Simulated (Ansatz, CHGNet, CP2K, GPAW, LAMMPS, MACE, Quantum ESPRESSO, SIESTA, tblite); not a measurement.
**Running amorphous Ge (61 atoms) with GPAW**

Wanted: GPAW inputs and outputs for amorphous Ge (61 atoms), checked against a plane-wave reference.

Method: the method is named at each step, in GPAW 26.7.0.

## Step 1: Starting point

The cell holds 61 atoms: 61 Ge. Cell: a = 11.188 Å, b = 11.188 Å, c = 11.188 Å, α = 90.0°, β = 90.0°, γ = 90.0°. 61 atoms (61 Ge) placed at random at 5.25 g/cm³, melted at 3500 K for 10 ps at fixed volume with the Tersoff potential (Tersoff, Phys. Rev. B 39, 5566 (1989)). Quenched from 3500 K to 500 K at 3 K/ps and fixed volume, held 5 ps.

The yardstick, on the same geometry:

- method: Kohn-Sham DFT, PBE, PAW, plane waves (Ansatz 0.2.0); cutoff 420 eV, Γ point, fermi-dirac smearing of 0.05 eV; PAW set soft_2
- r.m.s. force component: 0.6372 eV/Å
- longest force: 2.142 eV/Å
- pressure: 4.042 GPa
- SCF cycles: 9
- time: 24 s on 4 threads of Arm Neoverse V2, shared host
- CPU time: 91 s

## Step 2: PBE, LCAO dzp, h 0.2 Å

Method: Kohn-Sham DFT, PBE, PAW, atomic orbitals (dzp).

The input, run.py:

```python
import numpy as np
from ase.io import read
from gpaw import GPAW, FermiDirac

atoms = read("structure.xyz")
atoms.calc = GPAW(
    mode="lcao",
    basis="dzp",
    h=0.2,
    xc="PBE",
    kpts={"size": (1, 1, 1), "gamma": True},
    occupations=FermiDirac(0.05),
    maxiter=200,
    symmetry={"point_group": False},
    txt="gpaw.txt",
)
energy = atoms.get_potential_energy(force_consistent=True)
forces = atoms.get_forces()
print(f"energy {energy:.6f} eV")
print("forces (eV/A)")
for i, (a, f) in enumerate(zip(atoms, forces)):
    print(f"{i:4d} {a.symbol:2s} {f[0]:10.5f} {f[1]:10.5f} {f[2]:10.5f}")
print(f"Fermi level {atoms.calc.get_fermi_level():.4f} eV")
for k in range(len(atoms.calc.get_ibz_k_points())):
    for s in range(atoms.calc.get_number_of_spins()):
        e = atoms.calc.get_eigenvalues(kpt=k, spin=s)
        n = np.searchsorted(e, atoms.calc.get_fermi_level())
        print(f"k {k} spin {s} levels about the Fermi level:", np.round(e[max(n - 6, 0):n], 4).tolist(), "|", np.round(e[n:n + 6], 4).tolist())
```

The input, structure.xyz:

```xyz
61
Lattice="11.18750 0.00000 0.00000 0.00000 11.18750 0.00000 0.00000 0.00000 11.18750" Properties=species:S:1:pos:R:3 pbc="T T T"
Ge 5.87422 6.35718 2.45185
Ge 0.62706 6.30483 1.50707
Ge 8.07145 0.91346 5.15363
Ge 2.56988 5.10049 0.09431
Ge 5.06078 8.14114 6.03857
Ge 4.03544 5.42985 3.66614
Ge 4.78176 5.69578 6.02234
Ge 11.02987 11.16949 7.45669
Ge 8.19865 4.70009 8.40047
Ge 3.67778 2.98952 0.90663
Ge 10.48716 3.54946 8.98211
Ge 5.83160 2.48508 11.05896
Ge 0.69955 7.26136 10.15445
Ge 2.13838 6.89765 3.36072
Ge 0.08200 2.33215 6.91790
Ge 2.71286 10.52979 4.31457
Ge 2.85382 5.11906 7.13852
Ge 3.30937 3.09849 3.35200
Ge 7.54664 1.90959 1.54801
Ge 8.42419 7.19222 7.86403
Ge 5.80508 9.74386 2.57749
Ge 4.70938 8.10344 9.95352
Ge 1.09000 5.11437 9.07317
Ge 8.68363 4.77292 4.82237
Ge 2.01912 10.36712 0.65391
Ge 3.43199 1.13363 8.78801
Ge 5.65014 0.34726 9.64631
Ge 6.76105 4.31110 6.38448
Ge 2.24186 1.50673 11.01566
Ge 6.76094 8.09181 4.04809
Ge 10.01483 8.17448 1.96564
Ge 9.91716 2.66688 5.02811
Ge 8.44533 4.14116 2.19868
Ge 1.27168 6.95258 5.81549
Ge 2.69630 8.98356 6.02648
Ge 2.01297 10.38278 7.98038
Ge 0.65950 2.69697 3.37102
Ge 9.95408 10.55921 5.16124
Ge 6.56236 8.70343 7.99559
Ge 4.06330 1.48458 4.80168
Ge 4.09709 7.10708 0.93460
Ge 8.33860 7.92433 0.18952
Ge 11.01387 10.33468 1.59332
Ge 6.04684 1.95580 6.29398
Ge 6.43695 0.82206 3.45425
Ge 10.97259 2.27498 10.96118
Ge 0.52100 0.14342 3.64858
Ge 6.43225 9.62528 11.12194
Ge 9.74084 8.29397 9.51005
Ge 7.34146 0.10371 7.76860
Ge 9.38452 10.70521 9.14052
Ge 3.37001 9.07452 2.46807
Ge 10.81507 3.92357 1.59646
Ge 9.37479 0.52604 0.21782
Ge 7.38565 5.77219 0.80427
Ge 9.79712 6.62680 5.93956
[... 1 atom lines left out ...]
Ge 4.27217 5.66390 9.38072
Ge 9.22174 8.39521 4.20079
Ge 2.41001 8.96432 9.89288
Ge 6.39366 4.57132 10.02937
```

Run with:

```console
OMP_NUM_THREADS=1 python run.py > output.txt
```

The program printed:

```text
energy -249.055906 eV
forces (eV/A)
   0 Ge   -0.16542    0.54576    1.00588
   1 Ge   -0.92350   -0.19823   -0.83046
   2 Ge    0.91850    0.06415    0.89853
   3 Ge    0.71576   -0.57772   -0.65380
   4 Ge    0.63274   -0.22316    0.27958
   5 Ge    0.00984   -1.26761    0.61657
   6 Ge    1.35233    0.82661   -0.85055
   7 Ge   -0.48004   -0.12835   -0.89627
   8 Ge    0.23599    0.33902    0.26100
   9 Ge    0.42777    1.11193    0.88800
  10 Ge   -0.84368   -0.30859   -1.47978
  11 Ge    0.15504   -0.67433   -0.14479
  12 Ge   -0.32415    0.28007    0.27462
  13 Ge   -0.24314    0.87851    0.52514
  14 Ge    0.84672    0.08219    1.41846
  15 Ge    0.27846    1.27659   -0.50197
  16 Ge   -1.89047   -0.74323    1.04227
  17 Ge   -1.23123    1.44273   -1.33052
  18 Ge    0.12007   -0.04329   -0.27903
  19 Ge    0.22835   -1.28451   -0.11892
  20 Ge   -0.05391    0.52724   -1.26729
  21 Ge    0.03815   -0.04452   -0.81755
  22 Ge    1.33995    0.24221    0.32921
  23 Ge   -0.83402   -0.63415   -0.89757
[...]
53 Ge   -0.54609   -0.18067    0.67605
  54 Ge    0.26203   -0.58708   -1.56649
  55 Ge    1.05658    0.67640   -0.31340
  56 Ge   -0.16842    0.25446    0.26718
  57 Ge   -0.14482    0.46375    0.08355
  58 Ge   -0.22667   -0.04716    0.67228
  59 Ge   -0.12973    0.01247   -0.17098
  60 Ge    0.19316    0.30953    0.54221
Fermi level 5.6469 eV
k 0 spin 0 levels about the Fermi level: [5.0073, 5.1827, 5.2589, 5.2815, 5.491, 5.58] | [5.7049, 5.8736, 5.9775, 6.0113, 6.1958, 6.2212]
```

gpaw.txt:

```text
Input parameters:
  mode=LCAO(),
  basis={'default': 'dzp'},
  h=0.2,
  kpts=MonkhorstPack(size=(1, 1, 1), gamma=True),
  maxiter=200,
  occupations=Occupations(name='fermi-dirac', width=0.05, fixmagmom=False),
  symmetry=Symmetry(point_group=False),
  xc=XC(name='PBE')
Unit cell  # Å
| periodic |         x |         y |         z |   lengths |    angles |
|----------|-----------|-----------|-----------|-----------|-----------|
|      yes | 11.187500 |  0.000000 |  0.000000 | 11.187500 | 90.000000 |
|      yes |  0.000000 | 11.187500 |  0.000000 | 11.187500 | 90.000000 |
|      yes |  0.000000 |  0.000000 | 11.187500 | 11.187500 | 90.000000 |
Number of symmetries: 1
Symmetry operations  # r_c * U_cc + t_c -> r_c
|   | kind |            matrix            |
|---|------|------------------------------|
| 0 |  E   |  1, 0, 0,  0, 1, 0,  0, 0, 1 |
BZ-sampling:
  Number of BZ points: 1
  Number of IBZ points: 1
  Monkhorst-Pack size: [1, 1, 1]
  Monkhorst-Pack shift: [0, 0, 0]
[... lines left out ...]
  Fermi-Dirac:
[... lines left out ...]
xc functional:
  name: PBE with 2 nearest neighbor stencil
interpolation: tri-quintic # 5. degree polynomial
Initialization done in: 6.540 s
convergence criteria:
- Maximum [total energy] change in last 3 cyles: 0.0005 eV / valence electron
- Maximum integral of absolute [dens]ity change: 0.0001 electrons / valence electron
- Maximum integral of absolute [eigenst]ate change: 4e-08 eV^2 / valence electron
maximum number of iterations: 200
SCF iterations
|iter     |      energy | eigst |  dens |
|---------|-------------|-------|-------|
|iter:   1| -249.485124 |      c|       |
|iter:   2| -249.335757 |      c| -1.06 |
|iter:   3| -253.716134 |      c| -1.08 |
|iter:   4| -255.676013 |      c| -1.24 |
|iter:   5| -249.326567 |      c| -1.16 |
|iter:   6| -249.078657 |      c| -1.80 |
|iter:   7| -249.010252 |      c| -2.06 |
|iter:   8| -248.997919c|      c| -2.32 |
|iter:   9| -248.994894c|      c| -2.59 |
|iter:  10| -248.991548c|      c| -2.67 |
|iter:  11| -248.989919c|      c| -3.00 |
|iter:  12| -248.990041c|      c| -3.31 |
|iter:  13| -248.989772c|      c| -3.56 |
|iter:  14| -248.989837c|      c| -3.98 |
|iter:  15| -248.989836c|      c| -4.27c|
Converged in 15 steps
SCF loop duration: 129.070 s (8.605 s/step)
Energy contributions relative to reference atoms: (reference = -3482955.909003)
Energy contributions:
  Kinetic:         986.337971
  Coulomb:        -881.877452
  Zero:              0.639997
  External:          0.000000
  Xc:             -354.024282
  Entropy:          -0.132141
  Spinorbit:         0.000000
  ----------------------------
  Free energy:    -249.055906
  Extrapolated:   -248.989836
dipole moment: (38.403832, -18.521935, 13.469261)  # |e|*Ang
Fermi level: 5.647
Eigenvalues  # (at kpt = [0.000, 0.000, 0.000])
| band index |      eig [eV] | occ [0-2] |
|------------|---------------|-----------|
|          0 |        -7.015 |     2.000 |
|        ... |               |           |
|        114 |         4.889 |     2.000 |
|        115 |         4.900 |     2.000 |
[...]
|        129 |         6.511 |     0.000 |
|        ... |               |           |
|        150 |         8.259 |     0.000 |
Gap: 0.125 eV
Transition (v -> c):
  (s=0, k=0, n=121, [0.00, 0.00, 0.00]) -> (s=0, k=0, n=122, [0.00, 0.00, 0.00])
No difference between direct/indirect transitions
Force computation time: 18.340  # s
timing:  # [seconds]
  Total:  153.975  # ━━━━━━━━━━━━━━━━━━━━━━━━━━━━━━━━━━━━━━━━━━━━━━━━━━━━━━━━
  Init:     6.540  # ━━╸
  SCF:    129.070  # ━━━━━━━━━━━━━━━━━━━━━━━━━━━━━━━━━━━━━━━━━━━━━━━
  Forces:  18.340  # ━━━━━━╸
```

Run time: 2.6 min. Hardware: 1 thread of Arm Neoverse V2, shared host; peak memory 1.4 GiB.

Banners, paths, timers and routine set-up lines are dropped from the logs unmarked, and long logs keep their key lines alone; longer cuts are marked.

Numbers from this run, and their distance from the reference:

```
r.m.s. force component                  : 0.6936 eV/Å
r.m.s. difference of force components   : 70.25 meV/Å
longest difference of force vectors     : 182.8 meV/Å
force difference over r.m.s. force      : 11.03 %
slope of forces against the reference's : 1.087
correlation of force components         : 0.998
```

A closer look about Ge43, picked at random: 9 atoms, nearest first, numbered in the order of the input, with positions taken from that point.

```tsv
atom	x	y	z	distance (Å)	bonds	Fx	Fy	Fz (eV/Å)
Ge43	0.00	0.00	0.00	0.00	4	-0.59	0.10	-0.59
Ge25	2.19	0.03	-0.94	2.39	4	0.83	-0.23	0.04
Ge47	0.69	1.00	2.06	2.39	4	0.07	1.10	-0.21
Ge31	-1.00	-2.16	0.37	2.41	4	0.23	-0.62	-0.22
Ge54	-1.64	1.38	-1.38	2.55	4	-0.55	-0.18	0.68
Ge46	-0.04	3.13	-1.82	3.62	4	1.00	0.19	0.12
Ge59	-1.79	-1.94	2.61	3.71	4	-0.23	-0.05	0.67
Ge38	-1.06	0.22	3.57	3.73	4	0.30	-0.77	1.03
Ge29	2.42	2.36	-1.77	3.81	4	-1.16	-1.06	-1.23
```

Atoms are counted from 1 here, from 0 in the log.

Forces lie 11 % from the reference's, at 1.7 times its CPU time (on 1 against 4 cores).

## Step 3: PBE, LCAO dzp, h 0.2 Å, other mixer settings

Method: Kohn-Sham DFT, PBE, PAW, atomic orbitals (dzp).

Changes to run.py since step 2:

```diff
@@ -2,3 +2,3 @@
 from ase.io import read
-from gpaw import GPAW, FermiDirac
+from gpaw import GPAW, FermiDirac, Mixer
 
@@ -12,2 +12,3 @@
     occupations=FermiDirac(0.05),
+    mixer=Mixer(0.03, 7, 100),
     maxiter=200,
```

structure.xyz is that of step 2.

The program printed:

```text
energy -249.055905 eV
forces (eV/A)
   0 Ge   -0.16571    0.54354    1.00420
   1 Ge   -0.92347   -0.19867   -0.83006
   2 Ge    0.91832    0.06308    0.89656
   3 Ge    0.71596   -0.57914   -0.65531
   4 Ge    0.63343   -0.22305    0.27989
   5 Ge    0.01015   -1.26917    0.61864
[...]
58 Ge   -0.22534   -0.04692    0.67211
  59 Ge   -0.12931    0.01233   -0.17119
  60 Ge    0.19185    0.30844    0.54300
Fermi level 5.6469 eV
k 0 spin 0 levels about the Fermi level: [5.0072, 5.1827, 5.2589, 5.2814, 5.491, 5.58] | [5.7049, 5.8735, 5.9775, 6.0112, 6.1958, 6.2212]
```

gpaw.txt:

```text
Input parameters:
  mode=LCAO(),
  basis={'default': 'dzp'},
  h=0.2,
  kpts=MonkhorstPack(size=(1, 1, 1), gamma=True),
  maxiter=200,
[... lines left out ...]
  occupations=Occupations(name='fermi-dirac', width=0.05, fixmagmom=False),
[... lines left out ...]
  Fermi-Dirac:
[... lines left out ...]
convergence criteria:
- Maximum [total energy] change in last 3 cyles: 0.0005 eV / valence electron
[... lines left out ...]
Converged in 20 steps
[... lines left out ...]
  Free energy:    -249.055905
[... lines left out ...]
Fermi level: 5.647
[... lines left out ...]
|        ... |               |           |
|        150 |         8.259 |     0.000 |
Gap: 0.125 eV
Transition (v -> c):
  (s=0, k=0, n=121, [0.00, 0.00, 0.00]) -> (s=0, k=0, n=122, [0.00, 0.00, 0.00])
No difference between direct/indirect transitions
Force computation time: 18.333  # s
timing:  # [seconds]
  Total:  198.448  # ━━━━━━━━━━━━━━━━━━━━━━━━━━━━━━━━━━━━━━━━━━━━━━━━━━━━━━━━
  Init:     6.557  # ━━
  SCF:    173.533  # ━━━━━━━━━━━━━━━━━━━━━━━━━━━━━━━━━━━━━━━━━━━━━━━━━
  Forces:  18.333  # ━━━━━
```

Wall time 3.3 min (1 thread); peak memory 1.3 GiB.

Compared with the plane-wave run:

```
r.m.s. force component                          : 0.6936 eV/Å
r.m.s. difference of force components           : 70.02 meV/Å
longest difference of force vectors             : 183.1 meV/Å
force difference over r.m.s. force              : 10.99 %
slope of forces against the reference's         : 1.086
correlation of force components                 : 0.998
energy less the same-level run's                : 0 meV/atom
r.m.s. force difference from the same-level run : 1.084 meV/Å
```

Against the first run (11 %), the force difference from the reference is 11 %, at 1.3 times the CPU time: another solver or mixer reaches the same state.

## Step 4: PBE, LCAO dzp, h 0.15 Å

Method: Kohn-Sham DFT, PBE, PAW, atomic orbitals (dzp).

Changes to run.py since step 3:

```diff
@@ -2,3 +2,3 @@
 from ase.io import read
-from gpaw import GPAW, FermiDirac, Mixer
+from gpaw import GPAW, FermiDirac
 
@@ -8,3 +8,3 @@
     basis="dzp",
-    h=0.2,
+    h=0.15,
     xc="PBE",
@@ -12,3 +12,2 @@
     occupations=FermiDirac(0.05),
-    mixer=Mixer(0.03, 7, 100),
     maxiter=200,
```

structure.xyz is that of step 3.

The program printed:

```text
energy -249.495892 eV
forces (eV/A)
   0 Ge   -0.16474    0.56459    0.99752
   1 Ge   -0.92312   -0.19200   -0.81527
   2 Ge    0.90568    0.06678    0.90846
   3 Ge    0.72415   -0.57232   -0.66515
   4 Ge    0.60157   -0.21212    0.28806
   5 Ge    0.00366   -1.27621    0.60121
[...]
58 Ge   -0.23569   -0.03754    0.67766
  59 Ge   -0.12122    0.01128   -0.16183
  60 Ge    0.18975    0.30779    0.55288
Fermi level 5.6467 eV
k 0 spin 0 levels about the Fermi level: [5.0072, 5.1826, 5.2588, 5.2813, 5.4909, 5.5798] | [5.7048, 5.8733, 5.9773, 6.0111, 6.1956, 6.2209]
```

gpaw.txt:

```text
Input parameters:
  mode=LCAO(),
  basis={'default': 'dzp'},
  h=0.15,
  kpts=MonkhorstPack(size=(1, 1, 1), gamma=True),
  maxiter=200,
  occupations=Occupations(name='fermi-dirac', width=0.05, fixmagmom=False),
[... lines left out ...]
  Fermi-Dirac:
[... lines left out ...]
convergence criteria:
- Maximum [total energy] change in last 3 cyles: 0.0005 eV / valence electron
[... lines left out ...]
Converged in 15 steps
[... lines left out ...]
  Free energy:    -249.495892
[... lines left out ...]
Fermi level: 5.647
[... lines left out ...]
|        ... |               |           |
|        150 |         8.259 |     0.000 |
Gap: 0.125 eV
Transition (v -> c):
  (s=0, k=0, n=121, [0.00, 0.00, 0.00]) -> (s=0, k=0, n=122, [0.00, 0.00, 0.00])
No difference between direct/indirect transitions
Force computation time: 41.463  # s
timing:  # [seconds]
  Total:  338.627  # ━━━━━━━━━━━━━━━━━━━━━━━━━━━━━━━━━━━━━━━━━━━━━━━━━━━━━━━━
  Init:    11.803  # ━━
  SCF:    285.335  # ━━━━━━━━━━━━━━━━━━━━━━━━━━━━━━━━━━━━━━━━━━━━━━━
  Forces:  41.463  # ━━━━━━━
```

The job ended after 5.7 min (1 thread; peak memory 3.1 GiB).

Compared with the plane-wave run:

```yaml
r_m_s_force_component: 0.6938 eV/Å
r_m_s_difference_of_force_components: 70.04 meV/Å
longest_difference_of_force_vectors: 187.2 meV/Å
force_difference_over_r_m_s_force: 10.99 %
slope_of_forces_against_the_reference_s: 1.087
correlation_of_force_components: 0.9981
energy_less_the_same_level_run_s: -7.213 meV/atom
r_m_s_force_difference_from_the_same_level_run: 9.892 meV/Å
```

Against the first run (11 %), the force difference from the reference is 11 %, at 2.2 times the CPU time: the change moves forces by 9.9 meV/Å r.m.s., so most of the difference comes from elsewhere.

(Part 1 of 2 ends here.)

[Also dropped from logs without a mark: logging warnings of Python, and SIESTA's first energy breakdown and zero terms.]

[Logs are printed without paths, hosts, clocks, repeated set-up lines and the standing remarks that a program may print on its own settings, such as how far it seeks lower states.]

[Hosts, paths, dates, database ids (printed as entryN), source tags and the programs' standing remarks are cut or masked in the printed files.]
